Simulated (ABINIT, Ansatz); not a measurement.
# K2NaYF6 (Fm-3m): one start, several treatments of the self-energy, part 2 of 2

How much does the gap of K2NaYF6 (Fm-3m) depend on the approximation to the self-energy?

ABINIT 10.8.3; PBEsol and many-body steps on it, plane waves. Known limits of the many-body steps: not at the basis limit; no spin-orbit coupling; coarse k mesh.

So far. Step 5 (G0W0, Engel-Farid plasmon pole): Against G0W0 in ABINIT (2×2×2 mesh, 230 bands, screening to 141.5 eV, Godby-Needs plasmon pole), the gap moves by −0.001 eV. Step 6 (G0W0, Hybertsen-Louie plasmon pole): Against G0W0 in ABINIT (2×2×2 mesh, 230 bands, screening to 141.5 eV, Godby-Needs plasmon pole), the gap moves by +0.591 eV.

### Step 7. One-shot Hartree-Fock

This step: one-shot Hartree-Fock on PBEsol, plane waves, norm-conserving pseudopotentials.

File run.abi:

```
acell 3*1.0 Angstrom
rprim 
  -0.000000000000 4.458286000000 4.458286000000
  4.458286000000 0.000000000000 4.458286000000
  4.458286000000 4.458286000000 0.000000000000
ntypat 4
znucl 19 11 39 9
natom 10
typat 1 1 2 3 4 4 4 4 4 4
xred 
  0.750000000000 0.750000000000 0.750000000000
  0.250000000000 0.250000000000 0.250000000000
  0.500000000000 0.500000000000 0.500000000000
  0.000000000000 -0.000000000000 0.000000000000
  0.755598000000 0.244402000000 0.244402000000
  0.244402000000 0.244402000000 0.755598000000
  0.244402000000 0.755598000000 0.755598000000
  0.244402000000 0.755598000000 0.244402000000
  0.755598000000 0.244402000000 0.755598000000
  0.755598000000 0.755598000000 0.244402000000
pp_dirpath "pseudos"
pseudos "K.upf, Na.upf, Y.upf, F.upf"
ecut 38
ngkpt 2 2 2
nshiftk 1
shiftk 0 0 0
kptopt 1
chksymbreak 0
istwfk *1
occopt 1
irdwfk 1
optdriver 4
nband 44
gwcalctyp 5
ecutsigx 38
symsigma 1
nkptgw 1
kptgw 
  0.0000000000 0.0000000000 0.0000000000
bdgw 
  38 44
ixc_sigma 40
fftgw 31
indata_prefix "in"
outdata_prefix "out"
tmpdata_prefix "tmp"
```

Command:

```console
OMP_NUM_THREADS=1 mpirun -n 4 abinit run.abi > log
```

Numbers of over 12 decimals in the logs are rounded to 6 here.

The program printed:

```text
.Version 10.8.3 of ABINIT. v10.8.2 released Aug 2026.

 Symmetries : space group Fm -3 m (#225); Bravais cF (face-center cubic)
[... echo of the input left out ...]
== DATASET  1 ==================================================================
-   mpi_nproc: 4, omp_nthreads: 1 (-1 if OMP is not activated)

--- !DatasetInfo
iteration_state: {dtset: 1, }
dimensions: {natom: 10, nkpt: 3, mband: 44, nsppol: 1, nspinor: 1, nspden: 1, mpw: 13424, }
cutoff_energies: {ecut:  38.0, pawecutdg:  -1.0, }
[...]
42   7.505 -13.709  -7.709   0.000   1.000   0.000  -7.709   6.000  13.505
       43   7.505 -13.709  -7.709   0.000   1.000   0.000  -7.709   6.000  13.505
       44   7.505 -13.709  -7.709   0.000   1.000   0.000  -7.709   6.000  13.505

== END DATASET(S) ==============================================================
================================================================================

 -outvars: echo values of variables after computation  --------
           etotal      0.0000000000E+00
            nband          44
             nkpt           3
          spgroup         225
 [... the other variables as echoed above ...]

 Calculation completed.
```

Elapsed: 5.2 s, on 4 MPI ranks of Arm Neoverse V2, shared host; peak memory 0.51 GiB.

Numbers from this step:

```yaml
quasiparticle_gap_on_the_points_computed: 17.65 eV
starting_gap_on_the_mesh: 6.161 eV
k_of_the_valence_top: 0, 0, 0
k_of_the_conduction_bottom: 0, 0, 0
least_direct_quasiparticle_gap_on_the_computed_points: 17.65 eV
```

Against G0W0 in ABINIT (2×2×2 mesh, 230 bands, screening to 141.5 eV, Godby-Needs plasmon pole), the gap moves by +8.113 eV.

### Step 8. Screening, 2×2×2 mesh, 230 bands, screening to 141.5 eV

This step: RPA screening on PBEsol, plane waves, norm-conserving pseudopotentials.

Changes to run.abi since step 7:

```diff
@@ -31,14 +31,14 @@
 irdwfk 1
-optdriver 4
-nband 44
-gwcalctyp 5
-ecutsigx 38
-symsigma 1
-nkptgw 1
-kptgw 
-  0.0000000000 0.0000000000 0.0000000000
-bdgw 
-  38 44
-ixc_sigma 40
-fftgw 31
+optdriver 3
+nband 230
+ecuteps 5.2
+inclvkb 2
+awtr 1
+symchi 1
+gwcalctyp 2
+nfreqre 16
+freqremax 40 eV
+nfreqim 8
+spmeth 1
+nomegasf 120
 indata_prefix "in"
```

The program printed:

```text
.Version 10.8.3 of ABINIT. v10.8.2 released Aug 2026.

 Symmetries : space group Fm -3 m (#225); Bravais cF (face-center cubic)
[... echo of the input left out ...]
== DATASET  1 ==================================================================
-   mpi_nproc: 4, omp_nthreads: 1 (-1 if OMP is not activated)

--- !DatasetInfo
iteration_state: {dtset: 1, }
dimensions: {natom: 10, nkpt: 3, mband: 230, nsppol: 1, nspinor: 1, nspden: 1, mpw: 13424, }
cutoff_energies: {ecut:  38.0, pawecutdg:  -1.0, }
electrons: {nelect:   8.00000000E+01, charge:   0.00000000E+00, occopt:   1.00000000E+00, tsmear:   1.00000000E-02, }

 SCREENING: Calculation of the susceptibility and dielectric matrices

 Based on a program developped by R.W. Godby, V. Olevano, G. Onida, and L. Reining.
 Incorporated in ABINIT by V. Olevano, G.-M. Rignanese, and M. Torrent.
.Using double precision arithmetic ; gwpc =  8

[... cell and pseudopotentials left out ...]
--------------------------------------------------------------------------------

 ==== K-mesh for the wavefunctions ====
 Number of points in the irreducible wedge :     3
[... list of points left out ...]
 Together with 48 symmetry operations and time-reversal symmetry
 yields     8 points in the full Brillouin Zone.

 ==== Q-mesh for the screening function ====
 Number of points in the irreducible wedge :     3
[... list of points left out ...]
 Together with 48 symmetry operations and time-reversal symmetry
 yields     8 points in the full Brillouin Zone.

 setmesh: FFT mesh size selected  =    45x   45x   45
          total number of points  =        91125

 vcoul_init : cutoff-mode = AUXILIARY_FUNCTION
 q-points for optical limit:   1
     1)      0.000010    0.000020    0.000030

- screening: taking advantage of time-reversal symmetry
- Maximum band index for partially occupied states nbvw = 40
- Remaining bands to be divided among processors   nbcw = 190
- Number of bands treated by each node ~47

 Number of electrons calculated from density =   80.0000; Expected =   80.0000
 average of density, n =  0.066890
 r_s =    1.5282
 omega_plasma =   24.9480 [eV]

 calculating chi0 at frequencies [eV] :
  1    0.000000E+00    0.000000E+00
  2    2.666667E+00    0.000000E+00
  3    5.333333E+00    0.000000E+00
[...]
23    0.000000E+00    6.353817E+01
 24    0.000000E+00    8.946243E+01

--------------------------------------------------------------------------------
  q-point number  1        q = ( 0.000000, 0.000000, 0.000000) [r.l.u.]
--------------------------------------------------------------------------------
[... chi0 elements left out ...]
  [... further frequencies ...]

 No. of calculated frequencies >  15, stop printing
 For q-point:  0.000010 0.000020 0.000030
  dielectric constant =   1.9332
  dielectric constant without local fields =   2.1281

  Average fulfillment of the sum rule on Im[epsilon] for q-point    1 :     51.32  [%]
[... wings left out ...]
  q-point number  2        q = ( 0.500000, 0.000000, 0.000000) [r.l.u.]
--------------------------------------------------------------------------------
[... chi0 elements left out ...]
  [... further frequencies ...]

 No. of calculated frequencies >  15, stop printing
  Average fulfillment of the sum rule on Im[epsilon] for q-point    2 :     55.42  [%]

 [... 1 further q-points ...]
```

Wall time 2.6 min (4 MPI ranks); peak memory 5.2 GiB; 10 min of CPU time.

Numbers from this step:

* ε∞ with local fields, on this mesh, along the program's q direction: 1.933
* the same without local fields: 2.128
* plasma frequency: 24.95 eV
* plane waves in the screening matrix: 645

### Step 9. G0W0, contour deformation

This step: G0W0 on PBEsol, plane waves, norm-conserving pseudopotentials.

Changes to run.abi since step 8:

```diff
@@ -31,14 +31,14 @@
 irdwfk 1
-optdriver 3
+optdriver 4
 nband 230
+gwcalctyp 2
+ecutsigx 38
+symsigma 1
+nkptgw 1
+kptgw 
+  0.0000000000 0.0000000000 0.0000000000
+bdgw 
+  38 44
 ecuteps 5.2
-inclvkb 2
-awtr 1
-symchi 1
-gwcalctyp 2
-nfreqre 16
-freqremax 40 eV
-nfreqim 8
-spmeth 1
-nomegasf 120
+irdscr 1
 indata_prefix "in"
```

The program printed:

```text
.Version 10.8.3 of ABINIT. v10.8.2 released Aug 2026.

 Symmetries : space group Fm -3 m (#225); Bravais cF (face-center cubic)
[... echo of the input left out ...]
== DATASET  1 ==================================================================
-   mpi_nproc: 4, omp_nthreads: 1 (-1 if OMP is not activated)

--- !DatasetInfo
iteration_state: {dtset: 1, }
dimensions: {natom: 10, nkpt: 3, mband: 230, nsppol: 1, nspinor: 1, nspden: 1, mpw: 13424, }
cutoff_energies: {ecut:  38.0, pawecutdg:  -1.0, }
[...]
39  -0.772 -22.132 -29.441   4.958   0.785  -0.274 -23.976  -1.845  -2.616
[...]
44   7.505 -13.709  -7.709  -2.785   0.860  -0.163 -10.944   2.765  10.270
       44   0.000   0.000   0.000   0.000   0.000   0.000   0.000   0.000   0.000

== END DATASET(S) ==============================================================
================================================================================

 -outvars: echo values of variables after computation  --------
           etotal      0.0000000000E+00
            nband         230
             nkpt           3
          spgroup         225
 [... the other variables as echoed above ...]

 Calculation completed.
```

The job ended after 17 s (4 MPI ranks; peak memory 3.1 GiB; 66 s of CPU time).

This step gave:

```
G0W0 gap on the points computed              : 9.493 eV
starting gap on the mesh                     : 6.161 eV
k of the valence top                         : 0, 0, 0
k of the conduction bottom                   : 0, 0, 0
least direct G0W0 gap on the computed points : 9.493 eV
```

Against G0W0 in ABINIT (2×2×2 mesh, 230 bands, screening to 141.5 eV, Godby-Needs plasmon pole), the gap moves by −0.042 eV.

### Step 10. Side by side

Times are wall times on 4 MPI ranks of Arm Neoverse V2, shared host, good to a factor of about two. A run's time includes the screening step that it read.

```
                               run   mesh  bands  screening cutoff (eV)  DFT gap (eV)  gap on the mesh (eV)  direct (eV)  ε∞ used     time
    G0W0, Godby-Needs plasmon pole  2×2×2    230                  141.5         6.161                 9.535        9.535     1.93  2.2 min
    G0W0, Engel-Farid plasmon pole  2×2×2    230                  141.5         6.161                 9.534        9.534     1.93  2.1 min
G0W0, Hybertsen-Louie plasmon pole  2×2×2    230                  141.5         6.161                10.126       10.126     1.93  2.2 min
             one-shot Hartree-Fock  2×2×2      -                      -         6.161                17.648       17.648        -    5.2 s
         G0W0, contour deformation  2×2×2    230                  141.5         6.161                 9.493        9.493     1.93  2.9 min
```

### Step 11. Results

- G0W0, Godby-Needs plasmon pole: 9.535 eV
- G0W0, Engel-Farid plasmon pole: 9.534 eV
- G0W0, Hybertsen-Louie plasmon pole: 10.126 eV
- one-shot Hartree-Fock: 17.648 eV
- G0W0, contour deformation: 9.493 eV
- known limits: not at the basis limit; no spin-orbit coupling; coarse k mesh

What this shows: G0W0, Engel-Farid plasmon pole: −0.001 eV against G0W0, Godby-Needs plasmon pole. G0W0, Hybertsen-Louie plasmon pole: +0.591 eV against G0W0, Godby-Needs plasmon pole. One-shot Hartree-Fock: +8.113 eV against G0W0, Godby-Needs plasmon pole. G0W0, contour deformation: −0.042 eV against G0W0, Godby-Needs plasmon pole. Bare exchange alone opens the gap to 17.65 eV; against G0W0, correlation takes back 8.11 eV. Bands and cutoff are finite, so the gap is not at the basis limit. The miss can reach some tenths of an eV and take either sign; the mesh is an error of its own. In the first G0W0 run levels were corrected at 1 k point alone, so a gap called «on the mesh» is the least over those, and an edge elsewhere would be missed. The 2×2×2 mesh is coarse for this cell, which bears on the long-range parts of exchange and screening. The many-body steps are scalar-relativistic: spin-orbit coupling is not in them.

[Paths, hosts, dates, memory and timing lines, banners, echoed tables and standing remarks are left out of the program output.]

[Logs are printed without paths, hosts, clocks, repeated set-up lines and the standing remarks that a program may print on its own settings, such as how far it seeks lower states.]

[Runs of the session that timed out or met a known fault of the program may be left out.]

[No measured gap is set beside runs whose start may be inverted or whose files or cutoffs have a known fault.]

[Hosts, paths, dates, database ids (printed as entryN), source tags and the programs' standing remarks are cut or masked in the printed files.]

[G0W0 gaps are taken among the corrected bands and points alone; a level outside them can change the order at an edge.]

[Where Ansatz stands beside ABINIT at settings called matched, ABINIT's density can come from a denser mesh and the files from another edition; pairs whose starting gaps differed by over 0.03 eV were left out, so agreement reads better than it is.]
